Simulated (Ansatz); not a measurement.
# CoSi2 (Fm-3m): phonon-mediated transition temperature

Aim: the phonon-mediated transition temperature of CoSi2 (Fm-3m) at ambient pressure, over a range of μ*. The cell shown first is a relaxed one, from steps not shown here.

Calculated with Ansatz 0.2.0; DFT PBE, scalar-relativistic, plane waves, PseudoDojo norm-conserving pseudopotentials, in the first sound run; inputs show where later runs differ.

## Step 1: The cell after earlier relaxation steps

The structure is cubic, space group Fm-3m (No. 225). The conventional cell has a = 5.360 Å, b = 5.360 Å, c = 5.360 Å, α = 90.00°, β = 90.00°, γ = 90.00°. Co has 8 Si at 2.32 Å nearest. Si has 4 Co at 2.32 Å nearest. Farther neighbours are not listed.

## Step 2: Electron–phonon run: PseudoDojo files

The run that gives the couplings also evaluates McMillan's and Allen and Dynes's formulas and, where asked, the Eliashberg equations, over a range of μ*.

input.yaml

```yaml
crystal:
  lattice:
    - [0.0, 2.6801870055, 2.6801870055]
    - [2.6801870055, 0.0, 2.6801870055]
    - [2.6801870055, 2.6801870055, 0.0]
  atoms:
    - { symbol: Co, position: [0.0, 0.0, 0.0] }
    - { symbol: Si, position: [0.25, 0.25, 0.25] }
    - { symbol: Si, position: [0.75, 0.75, 0.75] }
kpoints:
  mp_grid: { grid: [8, 8, 8] }
hamiltonian:
  xc: pbe
  pseudopotentials: { kind: nc, accuracy: standard }
scf:
  occupations: { method: methfessel_paxton, width: 0.2 }
output:
  eigenvalues: true
phonons:
  method: dfpt
  qmesh: [2, 2, 2]
  temperatures: { t_max: 1000, t_step: 50 }
  qpath:
    path:
      - [[0.0, 0.0, 0.0], [0.5, 0.0, 0.5], [0.625, 0.25, 0.625]]
      - [[0.375, 0.375, 0.75], [0.0, 0.0, 0.0], [0.5, 0.5, 0.5], [0.5, 0.25, 0.75], [0.5, 0.0, 0.5]]
    npoints: 10
  electrical_resistivity:
    mesh: [12, 12, 12]
    temperatures: [20.0, 50.0, 80.0, 100.0, 150.0, 200.0, 273.0, 300.0, 400.0, 500.0, 600.0, 800.0]
  superconductivity: { mesh: [12, 12, 12], eliashberg_equations: false }
```

Launch:

```sh
ansatz run input.yaml --threads 4 --pin off --max-ram 16384MiB --backend cpu --events-out ev --progress --plain --runs-dir out
```

Numbers of over 12 decimals in the logs are rounded to 6 here.

The program printed:

```text
Engine: ansatz 0.2.0, aarch64-unknown-linux-gnu
Pseudopotentials: kind: nc
Pseudopotential: Co, nc, valence charge 17, recommended cutoff 1306.14654 eV (normal), Co.nc.azcp (PseudoDojo's, or run here from an input of PseudoDojo's; its table is named by hamiltonian.pseudopotentials.accuracy)
Pseudopotential: Si, nc, valence charge 4, recommended cutoff 489.804952 eV (normal), Si.nc.azcp (PseudoDojo's, or run here from an input of PseudoDojo's; its table is named by hamiltonian.pseudopotentials.accuracy)
Functional definition: PBE
  parameter kappa = 0.804
  parameter beta = 0.066725
  exchange = pbe_x(kappa = kappa, mu = beta*pi^2/3)
  correlation = pbe_c(beta = beta)
Crystal: 3 atoms, lattice volume = 38.506 Å³
Basis set: ecut = 1306.14654 eV, 4111 PW (Γ), exchange–correlation on 90×90×90 points (8 copies of the dense FFT grid, shifted against one another)
Bands: 17, of which v1, the nominal top of the filled ones, is band 13 counted from 1 (12 counted from 0)
Symmetry: 48 space group operations
k-points: 29 of 512
Non-local potential: Co, projectors of the file, l = 0: 2, l = 1: 2, l = 2: 2
Non-local potential: Si, projectors of the file, l = 0: 2, l = 1: 2, l = 2: 2
Initial density: superposition of atomic densities (chi_scale 0.1, normalization cell, long waves kept (reshape's long-wave potential 0.00 eV rms))
Initial wavefunctions: pseudopotential atomic-orbital guess
Functional: x = pbe(κ = 0.804, μ = 0.219515), c = pbe(β = 0.066725)
SCF iter   1: F=—  HF=-4397.449460 eV  |F-HF|=—  |Δ(HF+E_count)|=         —  Δρ=1.27e-1  dr2=8.40e0  ethr=3.10e-3  ⟨swp⟩=5.1  Hψ=2474  notcnv=0
preconditioner: auto → Kerker (q_TF=auto, 2.539 Å⁻¹)  [metal: Δε(μ)=0.068 eV  Ē_g=8.767 eV  σ=0.200 eV  W_gap=0.28  n_scr=14 (ndim 8)  ℏωp=24.7 eV  f_vac=0.000  D(μ)=0.76/eV (n_scr^D=0)]
SCF iter   2: F=—  HF=-4396.906941 eV  |F-HF|=—  |Δ(HF+E_count)|=   5.43e-1  S|Δr|=    0.00e0  Δρ=1.56e-1  dr2=5.82e0  ethr=3.10e-3  ⟨swp⟩=3.0  Hψ=1289  notcnv=0  defer=11
SCF iter   3: F=—  HF=-4396.235171 eV  |F-HF|=—  |Δ(HF+E_count)|=   6.72e-1  S|Δr|=    0.00e0  Δρ=3.91e-2  dr2=8.50e-1  ethr=3.10e-3  ⟨swp⟩=2.4  Hψ=1196  notcnv=0  defer=3
SCF iter   4: F=—  HF=-4396.009415 eV  |F-HF|=—  |Δ(HF+E_count)|=   2.26e-1  S|Δr|=    0.00e0  Δρ=1.41e-2  dr2=6.00e-2  ethr=3.10e-3  ⟨swp⟩=2.1  Hψ=829  notcnv=0  defer=5
SCF iter   5: F=—  HF=-4396.006498 eV  |F-HF|=—  |Δ(HF+E_count)|=   2.92e-3  S|Δr|=    0.00e0  Δρ=8.84e-3  dr2=3.52e-2  ethr=2.40e-4  ⟨swp⟩=1.8  Hψ=651  notcnv=0  defer=5
SCF iter   6: F=—  HF=-4396.003084 eV  |F-HF|=—  |Δ(HF+E_count)|=   3.41e-3  S|Δr|=    0.00e0  Δρ=3.51e-3  dr2=5.81e-3  ethr=1.41e-4  ⟨swp⟩=1.0  Hψ=487  notcnv=0  defer=5
SCF iter   7: F=—  HF=-4396.002682 eV  |F-HF|=—  |Δ(HF+E_count)|=   4.02e-4  S|Δr|=    0.00e0  Δρ=7.00e-4  dr2=2.54e-4  ethr=2.32e-5  ⟨swp⟩=1.1  Hψ=514  notcnv=0  defer=5
SCF iter   8: F=—  HF=-4396.002657 eV  |F-HF|=—  |Δ(HF+E_count)|=   2.47e-5  S|Δr|=    0.00e0  Δρ=4.12e-5  dr2=3.81e-7  ethr=1.02e-6  ⟨swp⟩=2.1  Hψ=635  notcnv=0  defer=5
SCF iter   9: F=—  HF=-4396.002539 eV  |F-HF|=—  |Δ(HF+E_count)|=   1.18e-4  S|Δr|=    0.00e0  Δρ=5.30e-6  dr2=9.91e-9  ethr=1.52e-9  ⟨swp⟩=2.8  Hψ=937  notcnv=0  defer=5
SCF iter  10: F=—  HF=-4396.002540 eV  |F-HF|=—  |Δ(HF+E_count)|=   3.29e-9  S|Δr|=    0.00e0  Δρ=1.71e-6  dr2=4.29e-10  ethr=3.97e-11  ⟨swp⟩=2.2  Hψ=755  notcnv=0  defer=5
[...]
SCF 1 converged in 12 iterations: F = -4396.002540 eV  dr2 = 3.78e-12
phonons: the bands overlap, so this run is a metal and interpolates without the dipole-dipole term. If the crystal is really an insulator or semiconductor, its LO-TO splitting is missing
NSCF: frozen V_eff on 29 k-points
WARN: eigensolver did not converge in 3 slots of this pass, the one above among them; of largest residual over every band (k=16): 1 band(s) unlocked (lowest unlocked band 16, counted from 0; max residual 1.57e-3 eV among the unlocked bands, 1.57e-3 eV over every band); of lowest unlocked band (k=16): band 16
NSCF: frozen V_eff on 59 k-points
DFPT response loops at q = (0, 0, 0) (fractional): preconditioner auto → Kerker (q_TF=auto, 2.539 Å⁻¹) (partly filled bands, converged f_vac=0.001); β = 1.00, the filter's whole step (`scf.mixing.beta` (0.50) is not read by the response loops under this deck's `scf.mixing.preconditioner`; to damp them name `kerker` or `kerker_dos`, under which they read `scf.mixing.beta`, and type it under 1.00, their step now; both keys bind the ground state too); Broyden in place of MSR1
NSCF: frozen V_eff on 300 k-points
DFPT response loops at q = (0, 0, -0.5) (fractional): mixed as the last ones told, above
NSCF: frozen V_eff on 190 k-points
DFPT response loops at q = (0, -0.5, -0.5) (fractional): mixed as the last ones told, above
[...]
SCF iter   3: F=—  HF=-4396.235171 eV  |F-HF|=—  |Δ(HF+E_count)|=   6.72e-1  S|Δr|=    0.00e0  Δρ=3.91e-2  dr2=8.50e-1  ethr=3.10e-3  ⟨swp⟩=2.4  Hψ=1196  notcnv=0  defer=3
SCF iter   4: F=—  HF=-4396.009415 eV  |F-HF|=—  |Δ(HF+E_count)|=   2.26e-1  S|Δr|=    0.00e0  Δρ=1.41e-2  dr2=6.00e-2  ethr=3.10e-3  ⟨swp⟩=2.1  Hψ=829  notcnv=0  defer=5
SCF iter   5: F=—  HF=-4396.006498 eV  |F-HF|=—  |Δ(HF+E_count)|=   2.92e-3  S|Δr|=    0.00e0  Δρ=8.84e-3  dr2=3.52e-2  ethr=2.40e-4  ⟨swp⟩=1.8  Hψ=651  notcnv=0  defer=5
SCF iter   6: F=—  HF=-4396.003084 eV  |F-HF|=—  |Δ(HF+E_count)|=   3.41e-3  S|Δr|=    0.00e0  Δρ=3.51e-3  dr2=5.81e-3  ethr=1.41e-4  ⟨swp⟩=1.0  Hψ=487  notcnv=0  defer=5
SCF iter   7: F=—  HF=-4396.002682 eV  |F-HF|=—  |Δ(HF+E_count)|=   4.02e-4  S|Δr|=    0.00e0  Δρ=7.00e-4  dr2=2.54e-4  ethr=2.32e-5  ⟨swp⟩=1.1  Hψ=514  notcnv=0  defer=5
SCF iter   8: F=—  HF=-4396.002657 eV  |F-HF|=—  |Δ(HF+E_count)|=   2.47e-5  S|Δr|=    0.00e0  Δρ=4.12e-5  dr2=3.81e-7  ethr=1.02e-6  ⟨swp⟩=2.1  Hψ=635  notcnv=0  defer=5
SCF iter   9: F=—  HF=-4396.002539 eV  |F-HF|=—  |Δ(HF+E_count)|=   1.18e-4  S|Δr|=    0.00e0  Δρ=5.30e-6  dr2=9.91e-9  ethr=1.52e-9  ⟨swp⟩=2.8  Hψ=937  notcnv=0  defer=5
SCF iter  10: F=—  HF=-4396.002540 eV  |F-HF|=—  |Δ(HF+E_count)|=   3.29e-9  S|Δr|=    0.00e0  Δρ=1.71e-6  dr2=4.29e-10  ethr=3.97e-11  ⟨swp⟩=2.2  Hψ=755  notcnv=0  defer=5
SCF iter  11: F=—  HF=-4396.002540 eV  |F-HF|=—  |Δ(HF+E_count)|=  2.23e-10  S|Δr|=    0.00e0  Δρ=6.65e-7  dr2=1.24e-10  ethr=1.72e-12  ⟨swp⟩=2.0  Hψ=838  notcnv=0  defer=5
SCF iter  12: F=-4396.002540 eV  HF=-4396.002540 eV  |F-HF|=1.82e-12  |Δ(HF+E_count)|=  1.46e-11  S|Δr|=    0.00e0  Δρ=1.26e-7  dr2=3.94e-12  ethr=1.00e-12  ⟨swp⟩=2.5  Hψ=1414  notcnv=0
SCF 2 converged in 12 iterations: F = -4396.002540 eV  dr2 = 3.94e-12
NSCF: frozen V_eff on 29 k-points
NSCF: frozen V_eff on 72 k-points
[...]
273.00      9.5754e0              no      9.5754e0      9.5754e0      9.5754e0        9.8336e0          9.7175e0
    300.00      1.0802e1              no      1.0802e1      1.0802e1      1.0802e1        1.1060e1          1.0960e1
    400.00      1.5225e1              no      1.5225e1      1.5225e1      1.5225e1        1.5525e1          1.5441e1
    500.00      1.9529e1              no      1.9529e1      1.9529e1      1.9529e1        1.9918e1          1.9802e1
    600.00      2.3769e1              no      2.3769e1      2.3769e1      2.3769e1        2.4283e1          2.4097e1
    800.00      3.2161e1              no      3.2161e1      3.2161e1      3.2161e1        3.3049e1          3.2590e1
  mean free path at 20 K (of a tensor a third of its trace): 35379 nm by what each carries, 33782 by the Fermi surface alone
  Hall coefficient in a weak field at 20 K (a third of the trace): 2.324e-10 m³/C (how far it moves between the two finest meshes is not known); by each state's relaxation time: 1.870e-10 m³/C; by a constant relaxation time: 2.305e-10 m³/C
  mean free path at 50 K (of a tensor a third of its trace): 536 nm by what each carries, 463 by the Fermi surface alone
  Hall coefficient in a weak field at 50 K (a third of the trace): 2.267e-10 m³/C (how far it moves between the two finest meshes is not known); by each state's relaxation time: 2.026e-10 m³/C; by a constant relaxation time: 2.299e-10 m³/C
  mean free path at 80 K (of a tensor a third of its trace): 124 nm by what each carries, 106 by the Fermi surface alone
  Hall coefficient in a weak field at 80 K (a third of the trace): 2.284e-10 m³/C (how far it moves between the two finest meshes is not known); by each state's relaxation time: 2.061e-10 m³/C; by a constant relaxation time: 2.297e-10 m³/C
  mean free path at 100 K (of a tensor a third of its trace): 68.8 nm by what each carries, 59.9 by the Fermi surface alone
  Hall coefficient in a weak field at 100 K (a third of the trace): 2.254e-10 m³/C (how far it moves between the two finest meshes is not known); by each state's relaxation time: 2.065e-10 m³/C; by a constant relaxation time: 2.297e-10 m³/C
  mean free path at 150 K (of a tensor a third of its trace): 28.0 nm by what each carries, 25.3 by the Fermi surface alone
  Hall coefficient in a weak field at 150 K (a third of the trace): 2.176e-10 m³/C (how far it moves between the two finest meshes is not known); by each state's relaxation time: 2.041e-10 m³/C; by a constant relaxation time: 2.297e-10 m³/C
  mean free path at 200 K (of a tensor a third of its trace): 16.8 nm by what each carries, 15.6 by the Fermi surface alone
  Hall coefficient in a weak field at 200 K (a third of the trace): 2.127e-10 m³/C (how far it moves between the two finest meshes is not known); by each state's relaxation time: 2.012e-10 m³/C; by a constant relaxation time: 2.298e-10 m³/C
  mean free path at 273 K (of a tensor a third of its trace): 10.7 nm by what each carries, 10.0 by the Fermi surface alone
  Hall coefficient in a weak field at 273 K (a third of the trace): 2.097e-10 m³/C (how far it moves between the two finest meshes is not known); by each state's relaxation time: 1.991e-10 m³/C; by a constant relaxation time: 2.300e-10 m³/C
  mean free path at 300 K (of a tensor a third of its trace): 9.48 nm by what each carries, 8.89 by the Fermi surface alone
  Hall coefficient in a weak field at 300 K (a third of the trace): 2.092e-10 m³/C (how far it moves between the two finest meshes is not known); by each state's relaxation time: 1.988e-10 m³/C; by a constant relaxation time: 2.300e-10 m³/C
  mean free path at 400 K (of a tensor a third of its trace): 6.71 nm by what each carries, 6.31 by the Fermi surface alone
  Hall coefficient in a weak field at 400 K (a third of the trace): 2.091e-10 m³/C (how far it moves between the two finest meshes is not known); by each state's relaxation time: 1.989e-10 m³/C; by a constant relaxation time: 2.303e-10 m³/C
  mean free path at 500 K (of a tensor a third of its trace): 5.24 nm by what each carries, 4.92 by the Fermi surface alone
  Hall coefficient in a weak field at 500 K (a third of the trace): 2.100e-10 m³/C (how far it moves between the two finest meshes is not known); by each state's relaxation time: 1.999e-10 m³/C; by a constant relaxation time: 2.308e-10 m³/C
  mean free path at 600 K (of a tensor a third of its trace): 4.32 nm by what each carries, 4.04 by the Fermi surface alone
  Hall coefficient in a weak field at 600 K (a third of the trace): 2.116e-10 m³/C (how far it moves between the two finest meshes is not known); by each state's relaxation time: 2.015e-10 m³/C; by a constant relaxation time: 2.313e-10 m³/C
  mean free path at 800 K (of a tensor a third of its trace): 3.23 nm by what each carries, 2.99 by the Fermi surface alone
  Hall coefficient in a weak field at 800 K (a third of the trace): 2.161e-10 m³/C (how far it moves between the two finest meshes is not known); by each state's relaxation time: 2.056e-10 m³/C; by a constant relaxation time: 2.325e-10 m³/C
  the resistivity times a path that all electrons share, by the Fermi surface of the deck's mesh alone (a third of the trace): 9.607e-16 Ω·m²
  not converged in the mesh (λ; the resistivity at 20 K by 3.74 %; the resistivity at 50 K by 7.06 %; the resistivity at 80 K by 7.42 %; the resistivity at 100 K by 7.46 %; the resistivity at 150 K by 7.86 %; the resistivity at 200 K by 8.22 %; the resistivity at 273 K by 8.46 %; the resistivity at 300 K by 8.50 %; the resistivity at 400 K by 8.52 %; the resistivity at 500 K by 8.46 %; the resistivity at 600 K by 8.3 [...]
  vibrations of 8 cells: unjudged by the run; compare a larger repeat
  the changes of the potential over all sites missed a rigid shift's by 0.00 % (the site terms' by 0.00 %)
  at the force constants' own smearing the fine mesh and the k-points of their solves give squared frequencies that differ by 11.5 % of the larger at the most, at (0, 0, 0)
--- Superconductivity: potentials and phonons of a 2×2×2 supercell ---
  pairing by harmonic phonons, in the closed forms alone; spin fluctuations are left out, and so is spin–orbit coupling
           mesh         λ    ħω_log (meV)  μ* declared at (meV)
       12×12×12    0.3996          25.674               31.279
          6×6×6    0.3955          25.849               31.323
          3×3×3    0.4582          26.996               32.097
  λ by the species' shares of the modes' patterns: Co 0.1685, Si 0.2311
  transition temperature on the deck's mesh (K), isotropic and anisotropic, restricted to the Fermi surface (FSR) and over the full bandwidth (FBW), and the last with the density of states resolved in a narrower window:
        μ*   McMillan   Allen–Dynes      iso. FSR      iso. FBW    aniso. FSR    aniso. FBW  narrow window
      0.08      1.934         1.968             -             -             -             -              -
      0.10      1.245         1.264             -             -             -             -              -
      0.12      0.733         0.744             -             -             -             -              -
      0.13      0.540         0.548             -             -             -             -              -
      0.14      0.384         0.390             -             -             -             -              -
      0.16      0.171         0.174             -             -             -             -              -
      0.20      0.015         0.015             -             -             -             -              -
  not judged without the Eliashberg equations: between neighbouring meshes, the two finest first, λ moves by 1.04 % and 15.86 %
  vibrations of 8 cells: unjudged by the run; compare a larger repeat
  the changes of the potential over all sites missed a rigid shift's by 0.00 % (the site terms' by 0.00 %)
  at the force constants' own smearing the fine mesh and the k-points of their solves give squared frequencies that differ by 11.5 % of the larger at the most, at (0, 0, 0)
[key lines of the parts left out:]
SCF converged after 12 iterations
Free energy (F): -4396.002540 eV
Fermi energy:    12.965385 eV
```

It took 2.3 min on 4 threads of Arm Neoverse V2, shared host; peak memory 2.3 GiB; 8.7 min of CPU time.

This run has no spin polarisation, although Co can carry a moment.

This step gave:

| Item | Value |
| --- | --- |
| volume per atom | 12.84 Å³ |
| metallic on mesh | yes |
| gap on the k-mesh | 0 eV |
| zero point energy | 0.1547 eV/cell |
| share of imaginary modes in the plain interpolation between solved wavevectors | 0 |
| highest frequency, solved or plainly interpolated | 380.3 cm⁻¹ |
| Debye temperature (second moment) | 539 K |
| resistivity at 300 K | 10.8 μΩ cm |
| coupling constant λ | 0.3996 |
| density of states at the Fermi level | 0.5274 states/eV a spin and cell |
| log mean phonon energy ħω_log | 25.67 meV |
| transport coupling constant λ_tr | 0.3931, 0.3931, 0.3931 (xx, yy, zz) |
| Drude plasma energy | 6.19, 6.19, 6.19 eV (xx, yy, zz) |
| resistivity times mean free path | 9.607, 9.607, 9.607 × 10⁻¹⁶ Ω m² (xx, yy, zz) |
| second-moment phonon energy ħω₂ | 31.28 meV |

Transition temperatures:

```csv
μ*,McMillan Tc (K),Allen–Dynes Tc (K)
0.08,1.93,1.97
0.1,1.24,1.26
0.12,0.733,0.744
0.13,0.54,0.548
0.14,0.384,0.39
0.16,0.171,0.174
0.2,0.0152,0.0154
```

[end of part 1 of 2]

[Logs are printed without paths, hosts, clocks, repeated set-up lines and the standing remarks that a program may print on its own settings, such as how far it seeks lower states.]

[Hosts, paths, dates, database ids (printed as entryN), source tags and the programs' standing remarks are cut or masked in the printed files.]
